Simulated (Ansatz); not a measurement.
# Na on W(100): change of the work function, part 2 of 2

How does one ordered layer of Na (hollow site) change the work function of W(100), and what dipole does each adsorbate carry?

Ansatz 0.2.0; plane-wave DFT, PBE, Ansatz PAW.

So far, work function, upper face (eV): step 2 (the clean slab) 4.14.

**3. Adsorbate added**

System of this step: NaW20 (Na/W(100)). The cell holds 21 atoms: 20 W and 1 Na. Cell: a = 6.320 Å, b = 6.320 Å, c = 26.768 Å, α = 90.0°, β = 90.0°, γ = 90.0°. Vacuum lies along c.

The clean slab as it ended is repeated in the plane and the adsorbate is set on one face; the cell's size fixes the coverage, and the k-mesh shrinks with it to keep the sampling density about even. Adsorbate and upper layers relax, since the dipole depends on the height.

File input.yaml:

```yaml
crystal:
  lattice:
    - [6.32, 0.0, 0.0]
    - [0.0, 6.32, 0.0]
    - [0.0, 0.0, 26.7681334225]
  atoms:
    - { symbol: W, position: [0.0, 0.0, 0.3362206792] }
    - { symbol: W, position: [0.25, 0.25, 0.3952460873] }
    - { symbol: W, position: [0.0, 0.0, 0.4542404349] }
    - { symbol: W, position: [0.25, 0.25, 0.5156798089] }
    - { symbol: W, position: [0.0, 0.0, 0.569117244] }
    - { symbol: W, position: [0.0, 0.5, 0.3362206792] }
    - { symbol: W, position: [0.25, 0.75, 0.3952460873] }
    - { symbol: W, position: [0.0, 0.5, 0.4542404349] }
    - { symbol: W, position: [0.25, 0.75, 0.5156798089] }
    - { symbol: W, position: [0.0, 0.5, 0.569117244] }
    - { symbol: W, position: [0.5, 0.0, 0.3362206792] }
    - { symbol: W, position: [0.75, 0.25, 0.3952460873] }
    - { symbol: W, position: [0.5, 0.0, 0.4542404349] }
    - { symbol: W, position: [0.75, 0.25, 0.5156798089] }
    - { symbol: W, position: [0.5, 0.0, 0.569117244] }
    - { symbol: W, position: [0.5, 0.5, 0.3362206792] }
    - { symbol: W, position: [0.75, 0.75, 0.3952460873] }
    - { symbol: W, position: [0.5, 0.5, 0.4542404349] }
    - { symbol: W, position: [0.75, 0.75, 0.5156798089] }
    - { symbol: W, position: [0.5, 0.5, 0.569117244] }
    - { symbol: Na, position: [0.25, 0.25, 0.6637793208] }
kpoints:
  mp_grid: { grid: [6, 6, 1] }
hamiltonian:
  xc: pbe
scf:
  occupations: { method: fermi_dirac, width: 0.1 }
  convergence: { dr2_threshold: 1.0e-08 }
efield:
  axis: 3
  dipole_correction: true
  ramp_position: 0.97
  ramp_width: 0.06
relax:
  f_tol: 0.02
  max_steps: 60
  constraints: [{ sites: [0, 1, 5, 6, 10, 11, 15, 16] }]
output:
  dos: { projected: true, e_range: [-8, 4] }
  write_potential: true
  write_density: true
  volumetric_format: npy
  elf: true
```

Started as:

```bash
ansatz run input.yaml --threads 4 --pin off --max-ram 6144MiB --backend cpu --events-out ev --progress --plain --runs-dir out
```

Numbers of over 12 decimals in the logs are rounded to 6 here.

What it wrote:

```text
[...]
Crystal: 21 atoms, lattice volume = 1069.183 Å³
Basis set: ecut = 420 eV, 20901 PW (Γ), exchange–correlation on 90×90×360 points (8 copies of the dense FFT grid, shifted against one another)
Bands: 174, of which v1, the nominal top of the filled ones, is band 145 counted from 1 (144 counted from 0)
Symmetry: 8 space group operations
[...]
k-points: 10 of 36
[...]
SCF iter   1: F=—  HF=-209163.357302 eV  |F-HF|=—  |Δ(HF+E_count)|=         —  Δρ=5.98e-3  dr2=2.07e0  ethr=1.77e-3  p=0.564 e·Å  D=9.55e-2 V/Å  ΔV_dip=-2.56 eV  dr2_dipole=5.63e-1  V_vac-E_F(+/−)=1.85/4.40 eV  ⟨swp⟩=10.1  Hψ=8568  notcnv=0  defer=2
[...]
SCF iter  10: F=-209163.219739 eV  HF=-209163.219739 eV  |F-HF|=4.95e-10  |Δ(HF+E_count)|=   2.45e-8  Δρ=4.15e-7  dr2=7.58e-9  ethr=3.46e-12  p=0.400 e·Å  D=6.76e-2 V/Å  ΔV_dip=-1.81 eV  dr2_dipole=7.78e-10  V_vac-E_F(+/−)=2.43/4.24 eV  ⟨swp⟩=12.9  Hψ=13531  notcnv=0
SCF 1 converged in 10 iterations: F = -209163.219739 eV  dr2 = 7.58e-9
[...]
relax step   1: F+E_penalty+E_count = -209163.21973930 eV  Δ(F+E_penalty+E_count) = +0.000e0 eV  max|allowed force component| = 1.759e-1 eV/Å  Δτ_max = 0.0000 Å  (10 SCF iters, accepted)
[...]
iter 1 solved again at ethr=6.54e-5 eV; its pass at ethr=3.10e-3 eV (dr2=1.89e-1 eV) is discarded
[...]
SCF iter   8: F=-209163.230483 eV  HF=-209163.230483 eV  |F-HF|=1.82e-8  |Δ(HF+E_count)|=   6.85e-8  Δρ=7.89e-7  dr2=9.96e-9  ethr=3.46e-12  p=0.384 e·Å  D=6.50e-2 V/Å  ΔV_dip=-1.74 eV  dr2_dipole=2.57e-10  V_vac-E_F(+/−)=2.50/4.24 eV  ⟨swp⟩=13.0  Hψ=14314  notcnv=0
SCF 2 converged in 8 iterations: F = -209163.230483 eV  dr2 = 9.96e-9
[...]
relax step   2: F+E_penalty+E_count = -209163.23048276 eV  Δ(F+E_penalty+E_count) = -1.074e-2 eV  max|allowed force component| = 2.913e-1 eV/Å  Δτ_max = 0.0383 Å  (8 SCF iters, accepted)
SCF iter   1: F=—  HF=-209163.251279 eV  |F-HF|=—  |Δ(HF+E_count)|=         —  Δρ=1.23e-3  dr2=1.28e-1  ethr=3.61e-4  p=0.384 e·Å  D=6.50e-2 V/Å  ΔV_dip=-1.74 eV  dr2_dipole=3.74e-2  V_vac-E_F(+/−)=2.51/4.25 eV  ⟨swp⟩=3.1  Hψ=2799  notcnv=0
[...]
SCF iter   8: F=-209163.247382 eV  HF=-209163.247382 eV  |F-HF|=6.69e-9  |Δ(HF+E_count)|=   2.24e-8  Δρ=4.92e-7  dr2=4.11e-9  ethr=3.46e-12  p=0.373 e·Å  D=6.32e-2 V/Å  ΔV_dip=-1.69 eV  dr2_dipole=4.20e-12  V_vac-E_F(+/−)=2.55/4.24 eV  ⟨swp⟩=12.2  Hψ=13460  notcnv=0
SCF 3 converged in 8 iterations: F = -209163.247382 eV  dr2 = 4.11e-9
[...]
relax step   3: F+E_penalty+E_count = -209163.24738238 eV  Δ(F+E_penalty+E_count) = -1.690e-2 eV  max|allowed force component| = 2.367e-1 eV/Å  Δτ_max = 0.0465 Å  (8 SCF iters, accepted)
[... from here on, the SCF cycles and remarks between the steps are left out ...]
relax step   4: F+E_penalty+E_count = -209163.29588059 eV  Δ(F+E_penalty+E_count) = -4.850e-2 eV  max|allowed force component| = 2.153e-1 eV/Å  Δτ_max = 0.1973 Å  (10 SCF iters, accepted)
relax step   5: F+E_penalty+E_count = -209163.25473137 eV  Δ(F+E_penalty+E_count) = +4.115e-2 eV  max|allowed force component| = 5.831e-1 eV/Å  Δτ_max = 0.1789 Å  (10 SCF iters, rejected (line search))
relax step   6: F+E_penalty+E_count = -209163.33129057 eV  Δ(F+E_penalty+E_count) = -3.541e-2 eV  max|allowed force component| = 2.064e-1 eV/Å  Δτ_max = 0.0454 Å  (10 SCF iters, accepted)
relax step   7: F+E_penalty+E_count = -209163.29830673 eV  Δ(F+E_penalty+E_count) = +3.298e-2 eV  max|allowed force component| = 2.921e-1 eV/Å  Δτ_max = 0.0975 Å  (10 SCF iters, rejected (line search))
relax step   8: F+E_penalty+E_count = -209163.33534603 eV  Δ(F+E_penalty+E_count) = -4.055e-3 eV  max|allowed force component| = 4.422e-1 eV/Å  Δτ_max = 0.0487 Å  (10 SCF iters, accepted)
relax step   9: F+E_penalty+E_count = -209163.34690042 eV  Δ(F+E_penalty+E_count) = -1.155e-2 eV  max|allowed force component| = 1.144e-1 eV/Å  Δτ_max = 0.0393 Å  (8 SCF iters, accepted)
relax step  10: F+E_penalty+E_count = -209163.34936359 eV  Δ(F+E_penalty+E_count) = -2.463e-3 eV  max|allowed force component| = 2.630e-2 eV/Å  Δτ_max = 0.0115 Å  (8 SCF iters, accepted)
SCF iter   1: F=—  HF=-209163.349899 eV  |F-HF|=—  |Δ(HF+E_count)|=         —  Δρ=5.49e-5  dr2=9.46e-5  ethr=1.32e-6  p=0.317 e·Å  D=5.37e-2 V/Å  ΔV_dip=-1.44 eV  dr2_dipole=6.04e-9  V_vac-E_F(+/−)=2.80/4.23 eV  ⟨swp⟩=2.0  Hψ=2256  notcnv=0
[...]
SCF iter   6: F=-209163.349408 eV  HF=-209163.349408 eV  |F-HF|=3.49e-9  |Δ(HF+E_count)|=   1.02e-8  Δρ=2.80e-7  dr2=1.88e-9  ethr=3.46e-12  p=0.317 e·Å  D=5.37e-2 V/Å  ΔV_dip=-1.44 eV  dr2_dipole=4.71e-11  V_vac-E_F(+/−)=2.79/4.23 eV  ⟨swp⟩=11.1  Hψ=12686  notcnv=0
SCF 11 converged in 6 iterations: F = -209163.349408 eV  dr2 = 1.88e-9
relax step  11: F+E_penalty+E_count = -209163.34940768 eV  Δ(F+E_penalty+E_count) = -4.409e-5 eV  max|allowed force component| = 2.099e-3 eV/Å  Δτ_max = 0.0009 Å  (6 SCF iters, accepted)
NSCF: frozen V_eff on 10 k-points
[...]
SCF converged after 6 iterations
Free energy (F): -209163.349408 eV
[...]
Internal energy: -209162.665158 eV  (E = F + TS)
E sigma→0 (E₀):  -209163.007283 eV
Entropy (-TS):   -0.684249 eV (-32.583 meV/atom)
Fermi energy:    4.414167 eV
Dipole field:    D = 0.053709 V/Å  (p = 0.317350 e·Å, saw-weighted, corrected)
Work function:   Φ+ = 2.7948 eV   Φ− = 4.2325 eV
[...]
--- Forces (eV/Å), atoms counted from 1 ---
  atom   1  W     -0.04364068    -0.04364068     1.29537148
  atom   2  W     -0.00000000     0.00000000    -1.10557217
  atom   3  W     -0.00000164    -0.00000164    -0.00097210
  atom   4  W      0.00000000    -0.00000000     0.00149709
  atom   5  W     -0.00039191    -0.00039191    -0.00098873
  atom   6  W     -0.04364068     0.04364068     1.29537148
  atom   7  W     -0.00000000     0.00000000    -1.32265963
  atom   8  W     -0.00000164     0.00000164    -0.00097210
  atom   9  W     -0.00000000     0.00000000     0.00209887
  atom  10  W     -0.00039191     0.00039191    -0.00098873
  atom  11  W      0.04364068    -0.04364068     1.29537148
  atom  12  W     -0.00000000    -0.00000000    -1.32265963
  atom  13  W      0.00000164    -0.00000164    -0.00097210
  atom  14  W      0.00000000     0.00000000     0.00209887
  atom  15  W      0.00039191    -0.00039191    -0.00098873
  atom  16  W      0.04364068     0.04364068     1.29537148
  atom  17  W     -0.00000000    -0.00000000    -1.43226322
  atom  18  W      0.00000164     0.00000164    -0.00097210
  atom  19  W      0.00000000     0.00000000     0.00192171
  atom  20  W      0.00039191     0.00039191    -0.00098873
  atom  21  Na     0.00000000     0.00000000     0.00197159
  max |Σ_I F_I| component: 7.61e-5 eV/Å
--- Band table (eV; the first three rows and the last of 10) ---
  k-point 0: bands = [... 141 lower, 4.3642, 4.4381, 4.4381, 4.5117, 4.5800, 4.5800, 4.6966, 5.2818, ... 25 higher]
  k-point 1: bands = [... 141 lower, 4.2186, 4.3406, 4.4415, 4.5526, 4.5629, 4.8433, 4.9452, 5.1254, ... 25 higher]
  k-point 2: bands = [... 141 lower, 4.2412, 4.3073, 4.4519, 4.6724, 4.6943, 4.7030, 4.7537, 4.8837, ... 25 higher]
  k-point 9: bands = [... 141 lower, 4.0536, 4.1965, 4.2017, 4.2017, 4.2031, 4.2237, 4.2727, 4.3318, ... 25 higher]
--- Relaxed structure (11 steps of the walk, 9 accepted, 0 SCFs on fresh bases) ---
  F+E_penalty+E_count = -209163.34940768 eV   max|allowed force component| = 2.099e-3 eV/Å
  atoms:
    - { symbol: W, position: [0.0, 0.0, 0.3362206792] }
    - { symbol: W, position: [0.250000, 0.250000, 0.3952460873] }
    - { symbol: W, position: [0.00317425, 0.00317425, 0.454689] }
    - { symbol: W, position: [0.250000, 0.250000, 0.519720] }
    - { symbol: W, position: [-0.023372, -0.023372, 0.570456] }
    - { symbol: W, position: [0.0, 0.500000, 0.3362206792] }
    - { symbol: W, position: [0.250000, 0.75, 0.3952460873] }
    - { symbol: W, position: [0.00317425, 0.496826, 0.454689] }
    - { symbol: W, position: [0.250000, 0.75, 0.515126] }
    - { symbol: W, position: [-0.023372, 0.523372, 0.570456] }
    - { symbol: W, position: [0.500000, 0.0, 0.3362206792] }
    - { symbol: W, position: [0.75, 0.250000, 0.3952460873] }
    - { symbol: W, position: [0.496826, 0.00317425, 0.454689] }
    - { symbol: W, position: [0.75, 0.250000, 0.515126] }
    - { symbol: W, position: [0.523372, -0.023372, 0.570456] }
    - { symbol: W, position: [0.500000, 0.500000, 0.3362206792] }
    - { symbol: W, position: [0.75, 0.75, 0.3952460873] }
    - { symbol: W, position: [0.496826, 0.496826, 0.454689] }
    - { symbol: W, position: [0.75, 0.75, 0.510920] }
    - { symbol: W, position: [0.523372, 0.523372, 0.570456] }
    - { symbol: Na, position: [0.250000, 0.250000, 0.653944] }
```

Run time: 12 min. Hardware: 4 threads of Arm Neoverse V1, shared host; peak memory 4.4 GiB.

Relaxation path:

| step | energy less that of the first step (eV) | largest force component (eV/Å) |
| --- | --- | --- |
| 1 | 0.0000 | 0.1759 |
| 2 | -0.0107 | 0.2913 |
| 3 | -0.0276 | 0.2367 |
| 4 | -0.0761 | 0.2153 |
| 5 | -0.0350 | 0.5831 |
| 6 | -0.1116 | 0.2064 |
| 7 | -0.0786 | 0.2921 |
| 8 | -0.1156 | 0.4422 |
| 9 | -0.1272 | 0.1144 |
| 10 | -0.1296 | 0.0263 |
| 11 | -0.1297 | 0.0021 |

Relaxation steps 5, 7 were tried and not accepted.

The run keeps the 8 symmetry operations that it works with, so distortions that break them were not tested.

The atoms that moved most (Å):

| atom | dx | dy | dz | length |
| --- | --- | --- | --- | --- |
| Na21 | 0.000 | 0.000 | -0.263 | 0.263 |
| W20 | 0.148 | 0.148 | 0.036 | 0.212 |
| W15 | 0.148 | -0.148 | 0.036 | 0.212 |
| W10 | -0.148 | 0.148 | 0.036 | 0.212 |
| W5 | -0.148 | -0.148 | 0.036 | 0.212 |
| W19 | 0.000 | 0.000 | -0.127 | 0.127 |
| W4 | 0.000 | 0.000 | 0.108 | 0.108 |
| W18 | -0.020 | -0.020 | 0.012 | 0.031 |

The relaxed structure:

```cif
data_structure
_symmetry_space_group_name_H-M 'P 1'
_symmetry_Int_Tables_number 1
_cell_length_a 6.3200
_cell_length_b 6.3200
_cell_length_c 26.7681
_cell_angle_alpha 90.000
_cell_angle_beta 90.000
_cell_angle_gamma 90.000
_cell_volume 1069.18
loop_
_atom_site_label
_atom_site_type_symbol
_atom_site_fract_x
_atom_site_fract_y
_atom_site_fract_z
_atom_site_occupancy
W1 W 0.00000 0.00000 0.33622 1
W2 W 0.25000 0.25000 0.39525 1
W3 W 0.00317 0.00317 0.45469 1
W4 W 0.25000 0.25000 0.51972 1
W5 W 0.97663 0.97663 0.57046 1
W6 W 0.00000 0.50000 0.33622 1
W7 W 0.25000 0.75000 0.39525 1
W8 W 0.00317 0.49683 0.45469 1
W9 W 0.25000 0.75000 0.51513 1
W10 W 0.97663 0.52337 0.57046 1
W11 W 0.50000 0.00000 0.33622 1
W12 W 0.75000 0.25000 0.39525 1
W13 W 0.49683 0.00317 0.45469 1
W14 W 0.75000 0.25000 0.51513 1
W15 W 0.52337 0.97663 0.57046 1
W16 W 0.50000 0.50000 0.33622 1
W17 W 0.75000 0.75000 0.39525 1
W18 W 0.49683 0.49683 0.45469 1
W19 W 0.75000 0.75000 0.51092 1
W20 W 0.52337 0.52337 0.57046 1
Na21 Na 0.25000 0.25000 0.65394 1
```

Numbers from this step:

```yaml
energy_at_zero_smearing: -209163.0073 eV
work_function_upper_face: 2.795 eV
work_function_lower_face: 4.232 eV
dipole_along_the_normal: 0.3174 e·Å
step_between_the_vacuum_levels: -1.438 eV
```

Running mean over 1.58 Å of the planar mean; the ramp of the sawtooth is left out. The electron's electrostatic potential energy less the Fermi level by z:

| z (Å) | electron's electrostatic potential energy less the Fermi level (eV) |
| --- | --- |
| 4 | 4.23 |
| 5 | 4.22 |
| 6 | 4.14 |
| 7 | 3.40 |
| 8 | -2.58 |
| 9 | -11.3 |
| 10 | -12.3 |
| 11 | -12.5 |
| 12 | -12.5 |
| 13 | -12.2 |
| 14 | -13.0 |
| 15 | -12.7 |
| 16 | -5.67 |
| 17 | 1.16 |
| 18 | 1.76 |
| 19 | 2.65 |
| 20 | 2.77 |
| 21 | 2.79 |
| 22 | 2.79 |
| 23 | 2.79 |

The density of states has structure finer than the step of the table below, so its rows give means over 0.25 eV, whole bins alone (the curve runs from -8 to 1.98 eV). Peaks (eV: height): -3.970: 57.8, -3.010: 44.2, -2.920: 42.5, -2.500: 39.1, -2.410: 45.4, -2.290: 47.3, 0.030: 39.8.

The density of states by energy, zero at the Fermi level; means over each step:

| energy (eV) | density of states (states/eV a cell) |
| --- | --- |
| -7.75 | 1.35 |
| -7.50 | 1.27 |
| -7.25 | 1.38 |
| -7.00 | 2.02 |
| -6.75 | 4.17 |
| -6.50 | 2.44 |
| -6.25 | 4.41 |
| -6.00 | 6.92 |
| -5.75 | 5.85 |
| -5.50 | 9.83 |
| -5.25 | 13.5 |
| -5.00 | 14.8 |
| -4.75 | 15.1 |
| -4.50 | 12.5 |
| -4.25 | 21.3 |
| -4.00 | 31.9 |
| -3.75 | 16.3 |
| -3.50 | 12.1 |
| -3.25 | 12.5 |
| -3.00 | 33.0 |
| -2.75 | 25.5 |
| -2.50 | 27.7 |
| -2.25 | 27.3 |
| -2.00 | 20.2 |
| -1.75 | 28.0 |
| -1.50 | 21.8 |
| -1.25 | 17.4 |
| -1.00 | 18.4 |
| -0.75 | 16.2 |
| -0.50 | 25.2 |
| -0.25 | 22.6 |
| 0.00 | 21.4 |
| 0.25 | 17.6 |
| 0.50 | 16.8 |
| 0.75 | 17.0 |
| 1.00 | 20.0 |
| 1.25 | 30.0 |
| 1.50 | 26.6 |
| 1.75 | 26.0 |

Projected DOS per atom over height of the atomic layer and energy from the Fermi level. Layers: W4 W4 W4 W4 W4 Na from below.

Ten even steps from '0' (0.00 states/eV) to '9' (2.15 states/eV), each cell a mean:
```
755551
845462
523251
612150
922260
831370
422261
533351
545460
756560
576740
243530
243420
565650
134330
135310
023210
012100
000000
000000
000000
000000
```
Columns: height of the atomic layer (Å) from 9 to 17.5 (not evenly spaced); rows upwards: energy from the Fermi level (eV) from -7.96 to 1.95.

Valence density in the ca plane at fractional y = 0.250, with atoms of W and Na within 0.2 Å of it. It is the smooth field of the valence electrons, not physical close to the nuclei.

Values in e/Å³, 9 rows by 16 columns, each cell a mean:
```
 0  0  1  0  0  1  0  0  0  0  0  0  0  0  0  0
 0  1  4  1  1  4  1  0  0  0  0  0  0  0  0  0
 0  1  4  1  1  4  2  0  0  0  0  0  0  0  0  0
 0  0  1  0  0  1  0  0  0  0  0  0  0  0  0  0
 0  0  0  0  0  0  0  0  0  0  0  0  0  0  0  0
 0  1  2  0  0  2  1  0  0  1  0  0  0  0  0  0
 0  1  5  1  0  4  2  0  2 10  0  0  0  0  0  0
 0  1  3  1  0  2  1  0  0  2  0  0  0  0  0  0
 0  0  0  0  0  0  0  0  0  0  0  0  0  0  0  0
```
Columns run along c (16.0 Å, from fractional 0.31 to 0.91 of the cell), rows up along a (6.3 Å). Atoms in or near the plane, at fractional coordinates: W at (0.40, 0.25), W at (0.52, 0.25), W at (0.40, 0.75), W at (0.52, 0.75), Na at (0.65, 0.25).

ELF in the ca plane at fractional y = 0.250, with atoms of W and Na within 0.2 Å of it. It is the smooth field of the valence electrons, not physical close to the nuclei.

Ten even steps from '0' (0.00) to '9' (0.66), each cell a mean:
```
56676433576676434566545565432210000000000000
56764344457764443356544555432110000000000000
56644899635645999535554444432100000000000000
56525936834527838724654444322100000000000000
56535936834527838724654444322100000000000000
56644899635645999535554444432100000000000000
56764333457764343356544555432110000000000000
56676434676676434666545665432210000000000000
66666545776667545676556531001110000000000000
56675322467665322467665200000001000000000000
56764677546754677545662036520000000000000000
56635979834634978833541387861000000000000000
56525925833525924932541483772000000000000000
56635979834634978833541287861000000000000000
56764677546754677546662036520000000000000000
56675322467665322467665200000001000000000000
66667545776667545676556531101110000000000000
```
Columns run along c (16.0 Å, from fractional 0.31 to 0.91 of the cell), rows up along a (6.3 Å). Atoms in or near the plane, at fractional coordinates: W at (0.40, 0.25), W at (0.52, 0.25), W at (0.40, 0.75), W at (0.52, 0.75), Na at (0.65, 0.25).

Electrostatic potential energy in the ca plane at fractional y = 0.250, with atoms of W and Na within 0.2 Å of it. With pseudopotentials it is smooth inside the atoms' cores, unlike the true potential.

Ten even steps from '0' (-59 eV) to '9' (9 eV), each cell a mean:
```
99999988999999989999999999999999999999999999
99998766799998666899999999999999999999999999
99997312589986212689999999999999999999999999
99985000279983000389999999999999999999999999
99985100279983000389999999999999999999999999
99997312589986212689999999999999999999999999
99998766899998667899999999999999999999999999
99999988999999989999999999999999999999999999
99999999999999999999999999999999999999999999
99999878899999878899999999999999999999999999
99998534689998534689999987789999999999999999
99986100379986200379999841378999999999999999
99985000269985000269999720168999999999999999
99986200379986200379999841378999999999999999
99998534689998534689999987789999999999999999
99999878899999888899999999999999999999999999
99999999999999999999999999999999999999999999
```
Columns run along c (16.0 Å, from fractional 0.31 to 0.91 of the cell; values clipped at the 3rd and 97th percentile), rows up along a (6.3 Å). Atoms in or near the plane, at fractional coordinates: W at (0.40, 0.25), W at (0.52, 0.25), W at (0.40, 0.75), W at (0.52, 0.75), Na at (0.65, 0.25).

The relaxation took 11 steps and lowered the energy by 0.13 eV; the largest force on the free atoms ends at 0.0021 eV/Å.

By hand: a sheet of dipoles makes a step −p/(ε₀A) in the electron's potential. With e/ε₀ = 180.95 V·Å, p = 0.3174 e·Å and A = 39.94 Å², that is −180.95 × (0.3174) / 39.94 = -1.438 eV, and the two vacuum levels of the run differ by -1.438 eV.

The covered face has 2.79 eV, -1.35 eV against the clean one; the bare back face has moved by -0.02 eV, a measure of how thin the slab is.

**4. Work function against coverage**

This step: plane-wave DFT, PBE, Ansatz PAW; work function against coverage (Ansatz 0.2.0).

The runs are now put side by side.

Numbers from this step:

| Property | Result |
| --- | --- |
| work function of the clean face | 4.140 eV |
| largest change of the work function | -1.345 eV |

Table of work function of the covered face by coverage:

| coverage (adsorbates/nm²) | work function of the covered face (eV) |
| --- | --- |
| 0.00 | 4.14 |
| 2.50 | 2.79 |

The dipole per adsorbate comes from the change of the cell's dipole. Coverage, by row:

| coverage (1/nm²) | coverage (ML) | work function (eV) | change (eV) | dipole per adsorbate, positive end outwards (debye) | mean height of the added atoms over the highest substrate atom (Å) |
| --- | --- | --- | --- | --- | --- |
| 2.504 | 0.25 | 2.795 | -1.345 | 1.407 | 2.235 |

**5. Results**

| Quantity | Value |
| --- | --- |
| work function of the clean face | 4.14 eV |
| work function at 0.25 ML | 2.79 eV |
| dipole per adsorbate at 0.25 ML, positive end outwards | 1.41 D |

Na lowers the work function of W(100) at the lowest coverage, by 1.35 eV: the adsorbate layer has its positive end outwards. One coverage alone was completed, so no trend follows. The slab has 5 layers, at the tabulated experimental lattice constant, one starting site was run, and quantum-size effects of a slab this thin can reach one or two tenths of an eV.

[Logs are printed without paths, hosts, clocks, repeated set-up lines and the standing remarks that a program may print on its own settings, such as how far it seeks lower states.]

[Hosts, paths, dates, database ids (printed as entryN), source tags and the programs' standing remarks are cut or masked in the printed files.]

[Maps of the electrostatic potential energy from Ansatz leave out the sawtooth potential of an applied field or a dipole correction, so their vacuum need not be flat; planar profiles and work functions include it.]

[The density of states shown here was stored with 400 of the rows of the run's finer table, so its peaks can read low, often by over a quarter, or be missed, and its means over a window can be off by a tenth or more.]
